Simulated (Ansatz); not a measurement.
Rows from a G0W0 calculation on Diamond (Fd-3m, 2 atoms a cell) (Ansatz 0.2.0; G0W0 on PBE, plane waves, norm-conserving pseudopotentials; 8×8×8 mesh, 25 empty bands, screening to 100 eV, norm-conserving files), in eV. Spin-orbit coupling is left out.

```csv
row,k,band,start,Σx,Σc at the solution,Vxc
A,Γ,c1,18.949,-10.265,-4.726,-16.379
B,"(0.000, 0.375, 0.375)",c2,20.081,-8.148,-5.084,-14.119
C,"(0.000, 0.375, 0.375)",v1,7.606,-21.060,3.809,-16.562
D,"(0.000, 0.375, 0.375)",c1,17.486,-9.604,-4.549,-15.074
E,Γ,v1,13.342,-20.105,2.128,-17.772
```

**Question.** Give the quasiparticle energies and the shift of each level.

The quasiparticle equation reads E = start + Σx + Σc(E) − Vxc.

```csv
row,E (eV),shift (eV)
A,20.336,+1.387
B,20.968,+0.887
C,6.918,−0.688
D,18.405,+0.920
E,13.137,−0.205
```

Limits: not at the basis limit.

[Paths, hosts, dates, memory and timing lines, banners, echoed tables and standing remarks are left out of the program output.]

[Logs are printed without paths, hosts, clocks, repeated set-up lines and the standing remarks that a program may print on its own settings, such as how far it seeks lower states.]

[Runs of the session that timed out or met a known fault of the program may be left out.]

[Cells called generated may have been cut or substituted from an entry of the Crystallography Open Database or the Materials Project.]

[Hosts, paths, dates, database ids (printed as entryN), source tags and the programs' standing remarks are cut or masked in the printed files.]
